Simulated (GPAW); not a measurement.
# Collinear magnetic orders of Fe6 on MgO3 001 with GPAW

Does Fe6 on MgO3 001 prefer parallel or opposed moments, or none?

Calculated with GPAW 26.7.0; PBE; plane waves with GPAW's PAW setups, scalar-relativistic.

### 1. The starting structure

The cell holds 12 atoms: 3 Mg, 3 O and 6 Fe. Its edges and angles: a = 2.978 Å, b = 2.978 Å, c = 25.012 Å, α = 90.0°, β = 90.0°, γ = 90.0°. ideal sites on the substrate's mesh, layer spacings from atomic volumes, unrelaxed, 12 A of vacuum. Vacuum lies along c.

### 2. Run 1 (ferro ++++++)

The parallel start comes first: it fits the smallest cell, keeps the most symmetry and shows whether parallel moments form.

The input, order1.py:

```python
import json
import numpy as np
from ase import Atoms
from ase.parallel import paropen, parprint
from gpaw import GPAW

atoms = Atoms(['Mg', 'O', 'Mg', 'O', 'Mg', 'O', 'Fe', 'Fe', 'Fe', 'Fe', 'Fe', 'Fe'],
    cell=[[2.978334, 0.0, 0.0],
         [0.0, 2.978334, 0.0],
         [0.0, 0.0, 25.012]],
    scaled_positions=[[0.0, 0.0, 0.239885],
         [0.5, 0.5, 0.239885],
         [0.5, 0.5, 0.324084],
         [0.0, 0.0, 0.324084],
         [0.0, 0.0, 0.408284],
         [0.5, 0.5, 0.408284],
         [0.5, 0.5, 0.494243],
         [0.0, 0.0, 0.547417],
         [0.5, 0.5, 0.600592],
         [0.0, 0.0, 0.653766],
         [0.5, 0.5, 0.706941],
         [0.0, 0.0, 0.760115]],
    pbc=True,
    magmoms=[0.0, 0.0, 0.0, 0.0, 0.0, 0.0, 2.6, 2.6, 2.6, 2.6, 2.6, 2.6])
atoms.calc = GPAW(mode={'name': 'pw', 'ecut': 600},
    xc='PBE',
    kpts={'size': (16, 16, 1), 'gamma': True},
    occupations={'name': 'fermi-dirac', 'width': 0.05},
    convergence={'density': 1e-05, 'energy': 1e-05},
    maxiter=250,
    mixer={'name': 'pulay', 'beta': 0.03, 'nmaxold': 8, 'weight': 100},
    symmetry={'tolerance': 1e-4},
    txt='order1.txt')
e = atoms.get_potential_energy(force_consistent=True)
res = {'free_energy': e, 'energy_sigma0': atoms.get_potential_energy(), 'fermi_energy': atoms.calc.get_fermi_level()}
res['moments'] = atoms.get_magnetic_moments().tolist()
res['total'] = atoms.get_magnetic_moment()
parprint('site moments (muB):', np.round(res['moments'], 3))
parprint(f"total moment: {res['total']:.3f} muB")
parprint(f'free energy: {e:.6f} eV')
atoms.calc.write('order1.gpw')
with paropen('results.json', 'w') as f:
    json.dump(res, f)
```

The run is started by

```console
$ OMP_NUM_THREADS=1 mpirun -n 4 gpaw python order1.py > order1.log
```

The program printed:

```text
site moments (muB): [ 0.000e+00  0.000e+00  1.000e-03  1.000e-03 -9.000e-03  2.100e-02
  2.831e+00  2.525e+00  2.441e+00  2.511e+00  2.437e+00  2.959e+00]
total moment: 15.801 muB
free energy: -87.416777 eV

--- order1.txt ---
Input parameters:
  mode=PW(ecut=600),
  convergence={'density': 1e-05, 'energy': 1e-05},
  kpts=MonkhorstPack(size=(16, 16, 1), gamma=True),
  maxiter=250,
  mixer=Pulay(name='pulay', nmaxold=8, beta=0.03, weight=100, sigma=0.015, g_ss=None),
  occupations=Occupations(name='fermi-dirac', width=0.05),
  symmetry=Symmetry(tolerance=0.0001),
  xc=XC(name='PBE')

Diagonalizing LCAO Hamiltonian
Converting LCAO to pw mode
   .------.
  /|      |
 * |      |
 | |      |
 | |      |
 | |      |
 | |      |
 | |      |
 | |      |
 Fe|      |
 | | Fe   |
 | |      |
 | |      |
 Fe| Fe   |
 | |      |
 | |      |
 Fe|      |
 | | Fe   |
 | |      |
 | | O    |
 Mg|      |
 | |      |
 | | Mg   |
 O |      |
 | |      |
 | | O    |
 Mg|      |
 | |      |
 | |      |
 | |      |
 | |      |
 | .------.
 |/      /
 *------*

Atoms  # Å, Bohr magnetons
|    | symbol |        x |        y |         z |    initial magnetic moments |
|----|--------|----------|----------|-----------|-----------------------------|
|  0 |     Mg | 0.000000 | 0.000000 |  6.000004 | ( 0.0000,  0.0000,  0.0000) |
|  1 |      O | 1.489167 | 1.489167 |  6.000004 | ( 0.0000,  0.0000,  0.0000) |
|  2 |     Mg | 1.489167 | 1.489167 |  8.105989 | ( 0.0000,  0.0000,  0.0000) |
|  3 |      O | 0.000000 | 0.000000 |  8.105989 | ( 0.0000,  0.0000,  0.0000) |
|  4 |     Mg | 0.000000 | 0.000000 | 10.211999 | ( 0.0000,  0.0000,  0.0000) |
|  5 |      O | 1.489167 | 1.489167 | 10.211999 | ( 0.0000,  0.0000,  0.0000) |
|  6 |     Fe | 1.489167 | 1.489167 | 12.362006 | ( 0.0000,  0.0000,  2.6000) |
|  7 |     Fe | 0.000000 | 0.000000 | 13.691994 | ( 0.0000,  0.0000,  2.6000) |
|  8 |     Fe | 1.489167 | 1.489167 | 15.022007 | ( 0.0000,  0.0000,  2.6000) |
|  9 |     Fe | 0.000000 | 0.000000 | 16.351995 | ( 0.0000,  0.0000,  2.6000) |
| 10 |     Fe | 1.489167 | 1.489167 | 17.682008 | ( 0.0000,  0.0000,  2.6000) |
| 11 |     Fe | 0.000000 | 0.000000 | 19.011996 | ( 0.0000,  0.0000,  2.6000) |

Unit cell  # Å
| periodic |        x |        y |         z |   lengths |    angles |
|----------|----------|----------|-----------|-----------|-----------|
|      yes | 2.978334 | 0.000000 |  0.000000 |  2.978334 | 90.000000 |
|      yes | 0.000000 | 2.978334 |  0.000000 |  2.978334 | 90.000000 |
|      yes | 0.000000 | 0.000000 | 25.012000 | 25.012000 | 90.000000 |

Number of symmetries: 8

BZ-sampling:
  Number of BZ points: 256
  Number of IBZ points: 45

  Monkhorst-Pack size: [16, 16, 1]
  Monkhorst-Pack shift: [0.03125, 0.03125, 0.0]

K-points  # in reciprocal-cell coordinates
|     |                                coordinates |     weight |
|-----|--------------------------------------------|------------|
|   0 | (  0.00000000,   0.00000000,   0.00000000) | 0.00390625 |
|   1 | (  0.06250000,   0.00000000,   0.00000000) | 0.01562500 |
|   2 | (  0.06250000,   0.06250000,   0.00000000) | 0.01562500 |
|   3 | (  0.12500000,   0.00000000,   0.00000000) | 0.01562500 |
|   4 | (  0.12500000,   0.06250000,   0.00000000) | 0.03125000 |
|   5 | (  0.12500000,   0.12500000,   0.00000000) | 0.01562500 |
|   6 | (  0.18750000,   0.00000000,   0.00000000) | 0.01562500 |
|   7 | (  0.18750000,   0.06250000,   0.00000000) | 0.03125000 |
|   8 | (  0.18750000,   0.12500000,   0.00000000) | 0.03125000 |
|   9 | (  0.18750000,   0.18750000,   0.00000000) | 0.01562500 |
| ... |                                            |            |
|  44 | (  0.50000000,   0.50000000,   0.00000000) | 0.00390625 |

Plane wave coefficients: 7504
Cutoff: 600.0 eV

Spin-components: 2 (collinear spins)
Bands:           71
Projectors:      66
Spin-degeneracy: 1
Datatype:        complex128

Parallelization:
  kpt:    4
  domain: 1
  band:   1

Density:
  Valence electrons: 96.0
  Components: 2
  Grid points: [ 18  18 144]
  Charge: 0.0  # |e|

Potential:
  Grid points: [ 18  18 144]

species:
  Mg:
    name:    Magnesium
    Z:       12.0
    valence: 10
    core:    2
    charge:  0.0  # [|e|]
    compensation charges:
      type: gauss
      rc: 0.33  # [Å]
      lmax: 2
    cutoffs:
      filter: 1.86  # [Å]
      core: 0.54  # [Å]
    projectors
    | kind |    occ | energy [eV] | rcut [Å] |
    |------|--------|-------------|----------|
    |   2s |  2.000 |     -79.840 |    1.090 |
    |   3s |  2.000 |      -4.705 |    1.090 |
    |   2p |  6.000 |     -46.613 |    1.085 |
    |   3p |  0.000 |      -1.330 |    1.085 |
    |    d |        |       0.000 |    1.037 |

    Using partial waves for Mg as LCAO basis

  O:
    name:    Oxygen
    Z:       8.0
    valence: 6
    core:    2
    charge:  0.0  # [|e|]
    compensation charges:
      type: gauss
      rc: 0.21  # [Å]
      lmax: 2
    cutoffs:
      filter: 1.17  # [Å]
      core: 0.83  # [Å]
    projectors
    | kind |    occ | energy [eV] | rcut [Å] |
    |------|--------|-------------|----------|
    |   2s |  2.000 |     -23.961 |    0.688 |
    |   2p |  4.000 |      -9.029 |    0.598 |
    |    s |        |       3.251 |    0.688 |
    |    p |        |      18.182 |    0.598 |
    |    d |        |       0.000 |    0.619 |

    Using partial waves for O as LCAO basis

  Fe:
    name:    Iron
    Z:       26.0
    valence: 8
    core:    18
    charge:  0.0  # [|e|]
    compensation charges:
      type: gauss
      rc: 0.33  # [Å]
      lmax: 2
    cutoffs:
      filter: 2.06  # [Å]
      core: 2.67  # [Å]
    projectors
    | kind |    occ | energy [eV] | rcut [Å] |
    |------|--------|-------------|----------|
    |   4s |  2.000 |      -5.291 |    1.164 |
    |   4p |  0.000 |      -1.326 |    1.058 |
    |   3d |  6.000 |      -7.505 |    1.058 |
    |    s |        |      21.920 |    1.164 |
    |    p |        |      25.885 |    1.058 |
    |    d |        |      19.706 |    1.058 |

    Using partial waves for Fe as LCAO basis

Reference energy: -230188.219169  # eV

eigensolver:
  PPCG
  Converge bands: occupied
  niter=2

density mixing:
  Pulay-Mixer
  Linear mixing parameters: 0.03
  Old densities: 8
  Fourier metric: weight=100, sigma=0.015

occupation numbers:
  Fermi-Dirac:
    width: 0.0500  # eV

poisson solver:
  ecut: 4800.0  # eV

xc functional:
  name: PBE with 2 nearest neighbor stencil

convergence criteria:
- Maximum integral of absolute [dens]ity change: 1e-05 electrons / valence electron
- Maximum [total energy] change in last 3 cyles: 1e-05 eV / valence electron
- Maximum integral of absolute [eigenst]ate change: 4e-08 eV^2 / valence electron
maximum number of iterations: 250

SCF iterations
|iter     |      energy | eigst |  dens |  magmom |
|---------|-------------|-------|-------|---------|
|iter:   1|       0s |  -92.857592 | +0.46 |       | +15.6279|
|iter:   2|      17s |  -91.235003 | -1.02 | -0.89 | +15.6385|
|iter:   3|      35s |  -90.765013 | -1.66 | -0.97 | +15.6295|
|iter:   4|      52s |  -90.254075 | -2.15 | -0.98 | +15.6234|
|iter:   5|      70s |  -87.262005 | -0.66 | -1.01 | +15.5808|
|iter:   6|      87s |  -87.136582 | -1.34 | -1.19 | +15.5470|
|iter:   7|     105s |  -86.996382 | -2.12 | -1.21 | +15.5511|
|iter:   8|     122s |  -87.024240 | -2.88 | -1.31 | +15.5638|
|iter:   9|     140s |  -87.091818 | -2.45 | -1.36 | +15.5734|
|iter:  10|     157s |  -87.149203 | -2.99 | -1.42 | +15.5863|
[... 31 iterations left out ...]
|iter:  42|     749s |  -87.390055c| -7.61c| -4.36 | +15.7984|
|iter:  43|     760s |  -87.390057c| -8.09c| -4.48 | +15.7986|
|iter:  44|     772s |  -87.390057c| -7.77c| -4.52 | +15.7989|
|iter:  45|     783s |  -87.390057c| -8.15c| -4.68 | +15.7989|
|iter:  46|     796s |  -87.390059c| -8.43c| -4.70 | +15.7992|
|iter:  47|     807s |  -87.390059c| -8.64c| -4.72 | +15.7993|
|iter:  48|     818s |  -87.390060c| -8.69c| -4.74 | +15.7994|
|iter:  49|     829s |  -87.390061c| -8.44c| -4.79 | +15.7997|
|iter:  50|     839s |  -87.390064c| -8.30c| -4.92 | +15.8001|
|iter:  51|     850s |  -87.390067c| -8.32c| -5.02c| +15.8007|

Converged in 51 steps
Energy contributions relative to reference atoms: (reference = -230188.219169)

Energy contributions:
  Kinetic:          83.646382
  Coulomb:         -69.921445
  Zero:              0.621108
  External:          0.000000
  Xc:             -101.709403
  Entropy:          -0.053419
  Spinorbit:         0.000000
  ----------------------------
  Free energy:     -87.416777
  Extrapolated:    -87.390067

dipole moment: (-38.689522, -38.689522, -0.315697)  # |e|*Ang

Total magnetic moment: (0.000000, 0.000000, 15.800662)

Local magnetic moments
|        x |        y |         z |
|----------|----------|-----------|
| 0.000000 | 0.000000 |  0.000138 |  # Mg   0
| 0.000000 | 0.000000 |  0.000096 |  # O    1
| 0.000000 | 0.000000 |  0.001424 |  # Mg   2
| 0.000000 | 0.000000 |  0.001154 |  # O    3
| 0.000000 | 0.000000 | -0.008775 |  # Mg   4
| 0.000000 | 0.000000 |  0.021175 |  # O    5
| 0.000000 | 0.000000 |  2.830738 |  # Fe   6
| 0.000000 | 0.000000 |  2.525381 |  # Fe   7
| 0.000000 | 0.000000 |  2.441125 |  # Fe   8
| 0.000000 | 0.000000 |  2.510670 |  # Fe   9
| 0.000000 | 0.000000 |  2.437102 |  # Fe  10
| 0.000000 | 0.000000 |  2.959487 |  # Fe  11

Fermi level: 4.160
Eigenvalues  # (at kpt = [0.000, 0.000, 0.000])
| band index |      eig [eV] | occ [0-1] |      eig [eV] | occ [0-1] |
|------------|---------------|-----------|---------------|-----------|
|          0 |       -72.158 |     1.000 |       -72.158 |     1.000 |
|        ... |               |           |               |           |
|         40 |         1.956 |     1.000 |         4.279 |     0.085 |
|         41 |         1.956 |     1.000 |         4.279 |     0.085 |
|         42 |         2.057 |     1.000 |         4.370 |     0.015 |
|         43 |         2.057 |     1.000 |         4.393 |     0.009 |
|         44 |         2.164 |     1.000 |         4.538 |     0.001 |
|         45 |         2.295 |     1.000 |         4.538 |     0.001 |
|         46 |         2.420 |     1.000 |         4.701 |     0.000 |
|         47 |         2.783 |     1.000 |         5.314 |     0.000 |
|         48 |         2.783 |     1.000 |         5.314 |     0.000 |
|         49 |         2.834 |     1.000 |         5.330 |     0.000 |
|         50 |         2.946 |     1.000 |         5.423 |     0.000 |
|         51 |         3.015 |     1.000 |         5.505 |     0.000 |
|         52 |         3.433 |     1.000 |         5.737 |     0.000 |
|         53 |         3.594 |     1.000 |         6.053 |     0.000 |
|         54 |         3.630 |     1.000 |         6.098 |     0.000 |
|         55 |         3.630 |     1.000 |         6.197 |     0.000 |
|        ... |               |           |               |           |
|         70 |        14.458 |     0.000 |        14.048 |     0.000 |

No gap
No difference between direct/indirect transitions
```

Run time: 15 min. Hardware: 4 MPI ranks of Intel Xeon Platinum 8375C at 2.90GHz (Ice Lake), shared host; peak memory 2 GiB; 59 min of CPU time.

Spin moment in the augmentation sphere by atom:

```
atom  spin moment in the augmentation sphere (μB)
 Mg1                                         0.00
  O2                                         0.00
 Mg3                                         0.00
  O4                                         0.00
 Mg5                                        -0.01
  O6                                         0.02
 Fe7                                         2.83
 Fe8                                         2.53
 Fe9                                         2.44
Fe10                                         2.51
Fe11                                         2.44
Fe12                                         2.96
```

Numbers from this step:

```
magnetization : 15.80 μB
final state   : ferromagnetic
```

After 51 cycles the largest moment stands at 2.96 μB.

[end of part 1 of 2]

[Logs and program files are shortened in this print: banners, set-up blocks, solver, clock and traceback lines can be left out without a mark of their own.]

[Logs are printed without paths, hosts, clocks, repeated set-up lines and the standing remarks that a program may print on its own settings, such as how far it seeks lower states.]

[Hosts, paths, dates, database ids (printed as entryN), source tags and the programs' standing remarks are cut or masked in the printed files.]

[Where a cell is said to come from a database of computed structures, the database is the Materials Project.]
